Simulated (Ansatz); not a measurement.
**GaSb wire along [110], 24 atoms a period, H-terminated: bands by functional**

Aim: is the GaSb wire along [110], 24 atoms a period, H-terminated a metal or a semiconductor?

Method: DFT PBE, plane waves, PAW; relaxation of a wire's period; PAW set soft_1, in the first sound run; inputs show where later runs differ, in Ansatz 0.2.0.

Most raw output is cut from this account.

**1. Starting point**

The cell holds 40 atoms: 16 H, 12 Ga and 12 Sb. Its edges and angles: a = 22.695 Å, b = 20.636 Å, c = 4.391 Å, α = 90.0°, β = 90.0°, γ = 90.0°. Vacuum lies along a and b. The structure's axis is c.

**2. Relaxing the period**

Band widths follow the bond lengths, so the wire is relaxed first. The atoms and the third cell vector are free; the box across stays fixed as vacuum. A Fermi-Dirac smearing is set since the result may be a metal. The pressure printed is a third of the stress's trace over the whole box, vacuum included; only the stress along the axis is relaxed.

Contents of input.yaml:

```yaml
crystal:
  lattice:
    - [22.695, 0.0, 0.0]
    - [0.0, 20.636, 0.0]
    - [0.0, 0.0, 4.3911331112]
  atoms:
    - { symbol: H, position: [0.149812734, 0.509307362, 0.0] }
    - { symbol: Ga, position: [0.190007201, 0.446792117, 0.0] }
    - { symbol: Sb, position: [0.395228615, 0.553187085, 0.0] }
    - { symbol: Sb, position: [0.395228615, 0.76597702, 0.0] }
    - { symbol: H, position: [0.439747803, 0.835218589, 0.0] }
    - { symbol: Ga, position: [0.463635753, 0.659582053, 0.0] }
    - { symbol: Ga, position: [0.463635753, 0.446792117, 0.0] }
    - { symbol: Sb, position: [0.668857168, 0.553187085, 0.0] }
[... 28 atom lines left out ...]
    - { symbol: H, position: [0.423441287, 0.171486936, 0.0] }
    - { symbol: Ga, position: [0.463635753, 0.234002181, 0.0] }
    - { symbol: Sb, position: [0.668857168, 0.340397149, 0.0] }
    - { symbol: H, position: [0.713376356, 0.27115558, 0.0] }
kpoints:
  mp_grid: { grid: [1, 1, 19] }
scf:
  occupations: { method: fermi_dirac, width: 0.05 }
hamiltonian:
  xc: pbe
  pseudopotentials: { kind: paw, azcp: { folder: soft_1 } }
relax:
  cell: { fix: [a, b, alpha, beta, gamma] }
  max_steps: 45
  f_tol: 0.03
```

On the command line:

```console
> ansatz run input.yaml --threads 4 --pin off --max-ram 16384MiB --backend cpu --events-out ev --progress --plain --runs-dir out
```

Run time: 14 min. Hardware: 4 threads of Intel Xeon 6975P-C (Granite Rapids), shared host; peak memory 8.4 GiB.

The steps of the relaxation:

```tsv
step	energy less that of the first step (eV)	largest force component (eV/Å)	pressure (GPa)	volume (Å³)
1	0.0000	1.0768	-0.20	2056.52
2	-0.7409	0.4749	-0.10	2068.49
3	-0.9035	0.1244	0.03	2082.06
4	-0.9234	0.0425	0.00	2085.41
5	-0.9279	0.0926	0.00	2087.04
6	-0.9366	0.0390	-0.01	2086.75
7	-0.9389	0.0173	-0.01	2086.11
8	-0.9422	0.1155	-0.02	2084.97
9	-0.9442	0.0319	-0.01	2085.09
10	-0.9451	0.0178	0.00	2086.10
11	-0.9455	0.0439	-0.01	2085.96
12	-0.9459	0.0088	-0.01	2085.75
13*	-0.9496	0.0088	0.00	2085.75
```

Relaxation steps marked * repeat the geometry before them on a plane-wave basis chosen anew for their cell, so energy and pressure can jump there.

The run keeps the 2 symmetry operations that it works with, so distortions that break them were not tested.

```tsv
cell as run	before	after	change
c (Å)	4.391	4.454	+1.4 %
```

The atoms that moved most (Å, along periodic axes as changes of fractional coordinates times the final cell, across vacuum about the mean position):

```tsv
atom	dx	dy	dz	length
H1	0.540	0.452	0.000	0.704
H35	-0.199	0.382	0.000	0.431
Ga20	0.058	-0.346	0.000	0.350
Sb15	0.280	-0.136	0.000	0.311
H34	0.142	-0.075	-0.184	0.245
H13	0.142	-0.075	0.184	0.245
H5	-0.081	-0.225	0.000	0.240
H10	-0.200	-0.125	0.000	0.236
```

Final coordinates:

```cif
data_structure
_symmetry_space_group_name_H-M 'P 1'
_symmetry_Int_Tables_number 1
_cell_length_a 22.6950
_cell_length_b 20.6360
_cell_length_c 4.4536
_cell_angle_alpha 90.000
_cell_angle_beta 90.000
_cell_angle_gamma 90.000
_cell_volume 2085.75
loop_
_atom_site_label
_atom_site_type_symbol
_atom_site_fract_x
_atom_site_fract_y
_atom_site_fract_z
_atom_site_occupancy
H1 H 0.17360 0.53120 0.00000 1
Ga2 Ga 0.18947 0.45689 0.00000 1
Sb3 Sb 0.39660 0.54877 0.00000 1
Sb4 Sb 0.39249 0.75655 0.00000 1
H5 H 0.43616 0.82430 0.00000 1
Ga6 Ga 0.46621 0.65363 0.00000 1
Ga7 Ga 0.46311 0.44120 0.00000 1
Sb8 Sb 0.66813 0.56221 0.00000 1
Sb9 Sb 0.66496 0.75810 0.00000 1
H10 H 0.70455 0.82914 0.00000 1
Ga11 Ga 0.74671 0.66344 0.00000 1
Ga12 Ga 0.73035 0.45446 0.00000 1
H13 H 0.22016 0.65595 0.21601 1
H14 H 0.77859 0.65962 0.30840 1
Sb15 Sb 0.27075 0.65297 0.50000 1
Sb16 Sb 0.25576 0.43831 0.50000 1
H17 H 0.29135 0.26851 0.50000 1
H18 H 0.28386 0.82827 0.50000 1
Ga19 Ga 0.32564 0.33471 0.50000 1
Ga20 Ga 0.32938 0.53644 0.50000 1
Ga21 Ga 0.32652 0.76870 0.50000 1
Sb22 Sb 0.52810 0.23781 0.50000 1
Sb23 Sb 0.53301 0.66029 0.50000 1
Sb24 Sb 0.53133 0.44801 0.50000 1
H25 H 0.55791 0.83044 0.50000 1
H26 H 0.57709 0.17424 0.50000 1
Ga27 Ga 0.59690 0.34148 0.50000 1
Ga28 Ga 0.60055 0.55349 0.50000 1
Ga29 Ga 0.59915 0.76931 0.50000 1
Sb30 Sb 0.79781 0.44945 0.50000 1
H31 H 0.84569 0.38533 0.50000 1
H32 H 0.84939 0.50970 0.50000 1
H33 H 0.77859 0.65962 0.69160 1
H34 H 0.22016 0.65595 0.78399 1
H35 H 0.14103 0.40280 0.00000 1
Sb36 Sb 0.39396 0.33725 0.00000 1
H37 H 0.42810 0.16427 0.00000 1
Ga38 Ga 0.46059 0.23137 0.00000 1
Sb39 Sb 0.66463 0.34697 0.00000 1
H40 H 0.71253 0.28236 0.00000 1
```

This step gave:

* energy at zero smearing: -123461.9570 eV
* cell length along the wire: 4.454 Å

The cell's length comes to 4.454 Å with spin left out.

**3. Bands of the perfect wire**

This step: DFT PBE, plane waves, PAW; bands of a perfect wire; PAW set soft_1 (Ansatz 0.2.0).

At the relaxed period the bands are computed along the axis; those that cross an energy going forward count the channels that a perfect wire would open there.

Contents of input.yaml:

```yaml
crystal:
  lattice:
    - [22.695, 0.0, 0.0]
    - [0.0, 20.636, 0.0]
    - [0.0, 0.0, 4.4535530659]
  atoms:
    - { symbol: H, position: [0.173604684, 0.531196476, 0.0] }
    - { symbol: Ga, position: [0.189466008, 0.456892434, 0.0] }
    - { symbol: Sb, position: [0.396603571, 0.548774849, 0.0] }
    - { symbol: Sb, position: [0.392487926, 0.756554807, 0.0] }
    - { symbol: H, position: [0.436159519, 0.824300422, 0.0] }
    - { symbol: Ga, position: [0.466206713, 0.65362744, 0.0] }
    - { symbol: Ga, position: [0.463113379, 0.441197391, 0.0] }
    - { symbol: Sb, position: [0.668130284, 0.562212991, 0.0] }
[... 28 atom lines left out ...]
    - { symbol: H, position: [0.428095041, 0.164274048, 0.0] }
    - { symbol: Ga, position: [0.460590713, 0.23136608, 0.0] }
    - { symbol: Sb, position: [0.664626147, 0.346972413, 0.0] }
    - { symbol: H, position: [0.712528258, 0.282361565, 0.0] }
kpoints:
  mp_grid: { grid: [1, 1, 18] }
  band_path: { path: ["Γ", Z], npoints: 90 }
scf:
  occupations: { method: fermi_dirac, width: 0.05 }
hamiltonian:
  xc: pbe
  pseudopotentials: { kind: paw, azcp: { folder: soft_1 } }
output:
  dos: { e_range: [-5, 4] }
  write_potential: true
  write_density: true
  volumetric_format: npy
```

It took 9.2 min on 4 threads; peak memory 11 GiB; 37 min of CPU time.

Numbers from this step:

| Quantity | Value |
| --- | --- |
| energy at zero smearing | -123461.9569 eV |
| band gap | 0.5961 eV |

The electronic bands at the labelled points (eV, zero at the Fermi level; v1 is the highest filled band, c1 the lowest empty one):

```tsv
point	v4	v3	v2	v1	c1	c2	c3	c4
Γ	-0.88	-0.82	-0.68	-0.30	0.30	0.52	0.69	0.86
halfway	-1.39	-1.25	-1.10	-1.04	1.29	1.35	1.51	1.67
Z	-1.68	-1.62	-1.58	-1.44	1.06	1.07	1.17	1.28
```

The gap is 0.596 eV, with spin left out.

On this path the gap is direct, 0.60 eV, with the valence top at Γ and the conduction bottom at Γ.

**4. Levels at the same atoms, cutoff 500 eV, k-mesh 1×1×14**

This step: DFT r2SCAN, plane waves, PAW; bands of a perfect wire at the PBE geometry; PAW set soft_1 (Ansatz 0.2.0).

The atoms stay at the PBE geometry and the functional changes. r2SCAN also reads the kinetic-energy density; it often gives larger moments and wider gaps than PBE, at a higher cost. Against the first PBE run of this kind, the cutoff is 500 eV against 420 and the mesh along the wire has 14 points against 18.

input.yaml, as its differences from that of step 3:

```diff
@@ -47,3 +47,3 @@
 kpoints:
-  mp_grid: { grid: [1, 1, 18] }
+  mp_grid: { grid: [1, 1, 14] }
   band_path: { path: ["Γ", Z], npoints: 90 }
@@ -52,8 +52,3 @@
 hamiltonian:
-  xc: pbe
+  xc: r2scan
   pseudopotentials: { kind: paw, azcp: { folder: soft_1 } }
-output:
-  dos: { e_range: [-5, 4] }
-  write_potential: true
-  write_density: true
-  volumetric_format: npy
```

Wall time 15 min (4 threads); peak memory 13 GiB.

This step gave:

```yaml
band_gap: 0.8013 eV
```

Electronic bands along the path, in eV, zero at the Fermi level; v1 is the highest filled band, c1 the lowest empty one:

```tsv
point	v4	v3	v2	v1	c1	c2	c3	c4
Γ	-1.02	-0.93	-0.83	-0.40	0.40	0.63	0.83	1.01
halfway	-1.55	-1.40	-1.24	-1.18	1.43	1.51	1.61	1.82
Z	-1.86	-1.78	-1.75	-1.61	1.19	1.23	1.28	1.38
```

The gap is 0.801 eV, against 0.596 eV under PBE at the relaxed period.

**5. Levels at the same atoms, level HSE06, cutoff 420 eV**

This step: DFT HSE06, plane waves, PAW; levels of a perfect wire at the PBE geometry; PAW set soft_1 (Ansatz 0.2.0).

The atoms stay at the PBE geometry and the functional changes. HSE06 mixes in a quarter of short-range exact exchange, which removes part of the self-interaction that closes gaps; it is dear, so the mesh is thinner and no path is run. Against the first PBE run of this kind, the mesh along the wire has 7 points against 18.

input.yaml, as its differences from that of step 4:

```diff
@@ -47,4 +47,3 @@
 kpoints:
-  mp_grid: { grid: [1, 1, 14] }
-  band_path: { path: ["Γ", Z], npoints: 90 }
+  mp_grid: { grid: [1, 1, 7] }
 scf:
@@ -52,3 +51,3 @@
 hamiltonian:
-  xc: r2scan
+  xc: hse06
   pseudopotentials: { kind: paw, azcp: { folder: soft_1 } }
```

Wall time 26 min (4 threads); peak memory 9 GiB; 1.7 h of CPU time.

This step gave:

* band gap: 1.128 eV

The gap is 1.13 eV, against 0.596 eV under PBE at the relaxed period.

**6. Results**

```json
{
 "cell length, PBE": "4.454 Å",
 "gap, PBE": "0.596 eV",
 "gap, r2SCAN": "0.801 eV",
 "gap, HSE06": "1.13 eV"
}
```

What this shows: Under PBE the cell's length is 4.45 Å, and a gap of 0.60 eV makes it a semiconductor. At the relaxed period the wire is gapped under every functional, from 0.60 eV (PBE) to 1.13 eV (HSE06). Weak screening in one dimension makes quasiparticle gaps larger than the semilocal gaps, as a rule. Plain hydrogen on a compound's surface is a simple closure: it may leave surface states, and facets that end in unlike atoms put a field across the wire, both of which shrink the gap. Spin-orbit coupling is left out, which matters for the bands of heavy atoms. A hybrid's gap is read on a coarse mesh, without a band path.

[Logs are printed without paths, hosts, clocks, repeated set-up lines and the standing remarks that a program may print on its own settings, such as how far it seeks lower states.]

[Hosts, paths, dates, database ids (printed as entryN), source tags and the programs' standing remarks are cut or masked in the printed files.]
